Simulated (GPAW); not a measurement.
**TiTe2: optical spectrum from first principles**

Aim: the dielectric function of TiTe2, and the optical constants that follow from it.

Method: DFT, PBE, plane-wave PAW (GPAW data sets), scalar-relativistic, RPA, optical limit, in GPAW 26.7.0.

## Step 1: The structure

It takes space group P-3m1 (No. 164, trigonal). The conventional cell has a = 3.777 Å, b = 3.777 Å, c = 6.498 Å, α = 90.00°, β = 90.00°, γ = 120.00°. Te has 3 Ti at 2.77 Å nearest. Nearest to Ti lie 6 Te at 2.77 Å. Farther neighbours and most contacts between anions are not listed.

Coordinates:

```cif
data_structure
_symmetry_space_group_name_H-M 'P-3m1'
_symmetry_Int_Tables_number 164
_cell_length_a 3.7770
_cell_length_b 3.7770
_cell_length_c 6.4980
_cell_angle_alpha 90.000
_cell_angle_beta 90.000
_cell_angle_gamma 120.000
_cell_volume 80.28
loop_
_atom_site_label
_atom_site_type_symbol
_atom_site_symmetry_multiplicity
_atom_site_Wyckoff_symbol
_atom_site_fract_x
_atom_site_fract_y
_atom_site_fract_z
_atom_site_occupancy
Te1 Te 2 d 0.33333 0.66667 0.73720 1
Ti1 Ti 1 a 0.00000 0.00000 0.00000 1
```

## Step 2: Ground state

First the ground state: is it a metal or has it a gap?

This step: DFT, PBE, plane-wave PAW (GPAW data sets), scalar-relativistic, ground state (GPAW 26.7.0).

Contents of gs.py:

```python
from ase import Atoms
from ase.dft.bandgap import bandgap
from gpaw import GPAW, PW, FermiDirac

atoms = Atoms(['Te', 'Te', 'Ti'],
              cell=[[3.777000000004, 0.000000000000, 0.000000000000],
                    [-1.888500000002, 3.270977950097, 0.000000000000],
                    [0.000000000000, 0.000000000000, 6.498000000000]],
              scaled_positions=[[0.333333333333, 0.666666666667, 0.737200000000],
                                [0.666666666667, 0.333333333333, 0.262800000000],
                                [0.000000000000, 0.000000000000, 0.000000000000]],
              pbc=[True, True, True])
atoms.calc = GPAW(mode=PW(450), xc='PBE', kpts={'size': (7, 7, 4), 'gamma': True},
                  occupations=FermiDirac(0.05), maxiter=150, txt='gs.txt')
print('energy (eV)', atoms.get_potential_energy())
print('Fermi level (eV)', atoms.calc.get_fermi_level())
print('valence electrons', atoms.calc.get_number_of_electrons())
print('gap (eV)', bandgap(atoms.calc, output=None)[0])
print('direct gap (eV)', bandgap(atoms.calc, direct=True, output=None)[0])
atoms.calc.write('gs.gpw')
```

On the command line:

```sh
OMP_NUM_THREADS=1 python gs.py
```

Numbers of over 12 decimals in the logs are rounded to 6 here.

What it wrote:

```text
__  _  _
 | _ |_)|_||  |
 |__||  | ||/\| - 26.7.0

Versions:
  Python: 3.12.14
  ASE:    3.29.0
  Numpy:  2.5.5
  Scipy:  1.18.1
  Libxc:  7.0.0

Input parameters:
  mode=PW(ecut=450.000000),
  kpts=MonkhorstPack(size=(7, 7, 4), gamma=True),
  maxiter=150,
  occupations=Occupations(name='fermi-dirac', width=0.05, fixmagmom=False),
  xc=XC(name='PBE')

Diagonalizing LCAO Hamiltonian
Converting LCAO to pw mode

        Te

            Te

       Ti

Atoms  # Å, Bohr magnetons
|   | symbol |         x |        y |        z |    initial magnetic moments |
| 0 |     Te | -0.000000 | 2.180652 | 4.790326 | ( 0.0000,  0.0000,  0.0000) |
| 1 |     Te |  1.888500 | 1.090326 | 1.707674 | ( 0.0000,  0.0000,  0.0000) |
| 2 |     Ti |  0.000000 | 0.000000 | 0.000000 | ( 0.0000,  0.0000,  0.0000) |

Unit cell  # Å
| periodic |         x |        y |        z |  lengths |     angles |
|      yes |  3.777000 | 0.000000 | 0.000000 | 3.777000 |  90.000000 |
|      yes | -1.888500 | 3.270978 | 0.000000 | 3.777000 |  90.000000 |
|      yes |  0.000000 | 0.000000 | 6.498000 | 6.498000 | 120.000000 |

Number of symmetries: 12
Symmetry operations  # r_c * U_cc + t_c -> r_c
|    | kind |            matrix            |
|  0 |  σ   |  1, 1, 0,  0,-1, 0,  0, 0, 1 |
|  1 |  S6  |  1, 1, 0, -1, 0, 0,  0, 0,-1 |
|  2 |  E   |  1, 0, 0,  0, 1, 0,  0, 0, 1 |
|  3 |  C2  |  1, 0, 0, -1,-1, 0,  0, 0,-1 |
|  4 |  C2  |  0, 1, 0,  1, 0, 0,  0, 0,-1 |
|  5 |  C3  |  0, 1, 0, -1,-1, 0,  0, 0, 1 |
|  6 |  S6  |  0,-1, 0,  1, 1, 0,  0, 0,-1 |
|  7 |  σ   |  0,-1, 0, -1, 0, 0,  0, 0, 1 |
|  8 |  σ   | -1, 0, 0,  1, 1, 0,  0, 0, 1 |
|  9 |  i   | -1, 0, 0,  0,-1, 0,  0, 0,-1 |
| 10 |  C3  | -1,-1, 0,  1, 0, 0,  0, 0, 1 |
| 11 |  C2  | -1,-1, 0,  0, 1, 0,  0, 0,-1 |

BZ-sampling:
  Number of BZ points: 196
  Number of IBZ points: 28

  Monkhorst-Pack size: [7, 7, 4]
  Monkhorst-Pack shift: [0.0, 0.0, 0.125]

K-points  # in reciprocal-cell coordinates
|     |                                coordinates |     weight |
|   0 | (  0.00000000,   0.00000000,   0.00000000) | 0.00510204 |
|   1 | (  0.00000000,   0.00000000,   0.25000000) | 0.01020408 |
|   2 | (  0.00000000,   0.00000000,   0.50000000) | 0.00510204 |
|   3 | (  0.14285714,   0.00000000,  -0.25000000) | 0.03061224 |
|   4 | (  0.14285714,   0.00000000,   0.00000000) | 0.03061224 |
|   5 | (  0.14285714,   0.00000000,   0.25000000) | 0.03061224 |
|   6 | (  0.14285714,   0.00000000,   0.50000000) | 0.03061224 |
|   7 | (  0.28571429,  -0.14285714,   0.00000000) | 0.03061224 |
|   8 | (  0.28571429,  -0.14285714,   0.25000000) | 0.06122449 |
|   9 | (  0.28571429,  -0.14285714,   0.50000000) | 0.03061224 |
| ... |                                            |            |
|  27 | (  0.42857143,   0.42857143,   0.50000000) | 0.03061224 |

Plane wave coefficients: 1786
Cutoff: 450.000000 eV

Spin-components: 1 (collinear spins)
Bands:           19
Projectors:      16
Spin-degeneracy: 2
Datatype:        complex128

Parallelization:
  kpt:    1
  domain: 1
  band:   1

Density:
  Valence electrons: 24.0
  Components: 1
  Grid points: [20 20 32]
  Charge: 0.0  # |e|

Potential:
  Grid points: [20 20 32]

species:
  Te:
    name:    Tellurium
    id:
    Z:       52.0
    valence: 6
    core:    46
    charge:  0.0  # [|e|]
    compensation charges:
      type: gauss
      rc: 0.36  # [Å]
      lmax: 2
    cutoffs:
      filter: 2.09  # [Å]
      core: 3.17  # [Å]
    projectors
    | kind |    occ | energy [eV] | rcut [Å] |
    |   5s |  2.000 |     -15.089 |    1.180 |
    |   5p |  4.000 |      -5.955 |    1.196 |
    |    s |        |      12.123 |    1.180 |
    |    p |        |      21.256 |    1.196 |
    |    d |        |       0.000 |    1.238 |

    Using partial waves for Te as LCAO basis

  Ti:
    name:    Titanium
    id:
    Z:       22.0
    valence: 12
    core:    10
    charge:  0.0  # [|e|]
    compensation charges:
      type: gauss
      rc: 0.38  # [Å]
      lmax: 2
    cutoffs:
      filter: 2.23  # [Å]
      core: 1.02  # [Å]
    projectors
    | kind |    occ | energy [eV] | rcut [Å] |
    |   3s |  2.000 |     -62.623 |    1.270 |
    |   4s |  2.000 |      -4.466 |    1.270 |
    |   3p |  6.000 |     -38.862 |    1.058 |
    |   4p |  0.000 |      -1.466 |    1.058 |
    |   3d |  2.000 |      -4.258 |    1.058 |
    |    d |        |      22.953 |    1.058 |

    Using partial waves for Ti as LCAO basis

Reference energy: -392805.381149  # eV

eigensolver:
  PPCG
  Converge bands: occupied
  niter=2

density mixing:
  MSR1-Mixer
  Pratt-step length: 0.05
  Maximum mixing coefficient: 0.75
  Old densities: 10
  SVD Regularization: 0.005
  Good broyden scale: 1.0
  Trust region scale: 1.0
  Backstep threshold: 4.0
  History deletion threshold: 6.0
  Fourier metric: weight=20.0, sigma=0.015

occupation numbers:
  Fermi-Dirac:
    width: 0.0500  # eV

poisson solver:
  ecut: 3600.000000  # eV

xc functional:
  name: PBE with 2 nearest neighbor stencil

convergence criteria:
- Maximum [total energy] change in last 3 cyles: 0.0005 eV / valence electron
- Maximum integral of absolute [dens]ity change: 0.0001 electrons / valence electron
- Maximum integral of absolute [eigenst]ate change: 4e-08 eV^2 / valence electron
maximum number of iterations: 150

SCF iterations
|iter     |      energy | eigst |  dens |
|iter:   1||  -15.319295 | +0.00 |       |
|iter:   2||  -15.281461 | -2.19 | -1.23 |
|iter:   3||  -15.489375 | -1.28 | -1.27 |
|iter:   4||  -15.353414 | -1.57 | -1.19 |
|iter:   5||  -15.144628 | -2.16 | -1.29 |
|iter:   6||  -15.147882 | -2.87 | -1.92 |
|iter:   7||  -15.146125c| -3.75 | -2.41 |
|iter:   8||  -15.146092c| -4.62 | -3.02 |
|iter:   9||  -15.146092c| -6.28 | -3.79 |
|iter:  10||  -15.146091c| -7.37 | -4.38c|
|iter:  11||  -15.146091c| -7.80c| -5.07c|

Converged in 11 steps
SCF loop duration: 11.241 s (1.022 s/step)
Energy contributions relative to reference atoms: (reference = -392805.381149)

Energy contributions:
  Kinetic:          25.351365
  Coulomb:         -25.537103
  Zero:              0.269884
  External:          0.000000
  Xc:              -15.224898
  Entropy:          -0.010678
  Spinorbit:         0.000000
  ----------------------------
  Free energy:     -15.151430
  Extrapolated:    -15.146091

dipole moment: (-6.004331, -10.399806, -20.659859)  # |e|*Ang

Fermi level: 6.634
Eigenvalues  # (at kpt = [0.000, 0.000, 0.000])
| band index |      eig [eV] | occ [0-2] |
|          0 |       -50.816 |     2.000 |
|          1 |       -27.078 |     2.000 |
|          2 |       -27.078 |     2.000 |
|          3 |       -27.045 |     2.000 |
|          4 |        -5.732 |     2.000 |
|          5 |        -4.228 |     2.000 |
|          6 |         1.432 |     2.000 |
|          7 |         4.974 |     2.000 |
|          8 |         4.974 |     2.000 |
|          9 |         7.008 |     0.001 |
|         10 |         7.056 |     0.000 |
|         11 |         7.056 |     0.000 |
|         12 |         7.222 |     0.000 |
|         13 |         7.717 |     0.000 |
|         14 |         7.717 |     0.000 |
|         15 |         9.719 |     0.000 |
|         16 |         9.719 |     0.000 |
|        ... |               |           |
|         18 |        12.600 |     0.000 |

No gap
No difference between direct/indirect transitions

--- standard output ---
energy (eV) -15.146091
Fermi level (eV) 6.634265
valence electrons 24.0
gap (eV) 0.0
direct gap (eV) 0.0
```

It took 13 s on 1 thread of Arm Neoverse V2, shared host; peak memory 0.16 GiB.

Read-outs, printed or worked out from the files:

- energy: -15.15 eV
- Fermi energy: 6.634 eV
- electrons: 24

There are states at the Fermi level within the smearing, so the occupations stay smeared and the carriers get a Drude term.

## Step 3: Bands for the response

At the fixed density, many empty bands are solved on the mesh of the response, since the spectrum sums over them.

This step: DFT, PBE, plane-wave PAW (GPAW data sets), scalar-relativistic, bands at fixed density (GPAW 26.7.0).

Contents of nscf.py:

```python
from ase.dft.bandgap import bandgap
from gpaw import GPAW, FermiDirac

calc = GPAW('gs.gpw').fixed_density(kpts={'size': (14, 14, 8), 'gamma': True}, nbands=57, convergence={'bands': 51},
                                    occupations=FermiDirac(0.05), txt='nscf.txt')
print('gap (eV)', bandgap(calc, output=None)[0])
print('direct gap (eV)', bandgap(calc, direct=True, output=None)[0])
print('top band over the Fermi level (eV)', min(calc.get_eigenvalues(kpt=k)[50] for k in range(len(calc.get_ibz_k_points()))) - calc.get_fermi_level())
calc.write('full.gpw', mode='all')
```

On the command line:

```sh
OMP_NUM_THREADS=1 python nscf.py
```

What it wrote:

```text
Diagonalizing LCAO Hamiltonian
Converting LCAO to pw mode
convergence criteria:
- Maximum integral of absolute [eigenst]ate change: 4e-08 eV^2 / valence electron
maximum number of iterations: 150

SCF iterations
|iter     |      energy | eigst |  dens |
|iter:   1||             | +3.56 |       |
|iter:   2||             | +2.29 |       |
|iter:   3||             | +1.30 |       |
|iter:   4||             | +0.10 |       |
|iter:   5||             | -0.78 |       |
|iter:   6||             | -1.70 |       |
|iter:   7||             | -2.39 |       |
|iter:   8||             | -3.26 |       |
|iter:   9||             | -3.92 |       |
|iter:  10||             | -4.71 |       |
|iter:  11||             | -5.32 |       |
|iter:  12||             | -5.95 |       |
|iter:  13||             | -6.51 |       |
|iter:  14||             | -7.03 |       |
|iter:  15||             | -7.42c|       |
SCF steps: 15
  __  _  _
 | _ |_)|_||  |
 |__||  | ||/\| - 26.7.0

Versions:
  Python: 3.12.14
  ASE:    3.29.0
  Numpy:  2.5.5
  Scipy:  1.18.1
  Libxc:  7.0.0

Input parameters:
  mode=PW(ecut=450.000000),
  convergence={'bands': 51},
  gpts=array([20, 20, 32]),
  kpts=MonkhorstPack(size=(14, 14, 8), gamma=True),
  maxiter=150,
  nbands=57,
  occupations=Occupations(name='fermi-dirac', width=0.05, fixmagmom=False),
  parallel={},
  xc=XC(name='PBE')

--- standard output ---
gap (eV) 0.0
direct gap (eV) 0.0
top band over the Fermi level (eV) 26.367556
```

Wall time 4.5 min (1 thread); peak memory 0.48 GiB.

(Continued in part 2 of 2.)

[Machine, clock and banner lines and Python warnings are left out of the logs.]

[Logs are printed without paths, hosts, clocks, repeated set-up lines and the standing remarks that a program may print on its own settings, such as how far it seeks lower states.]

[Hosts, paths, dates, database ids (printed as entryN), source tags and the programs' standing remarks are cut or masked in the printed files.]
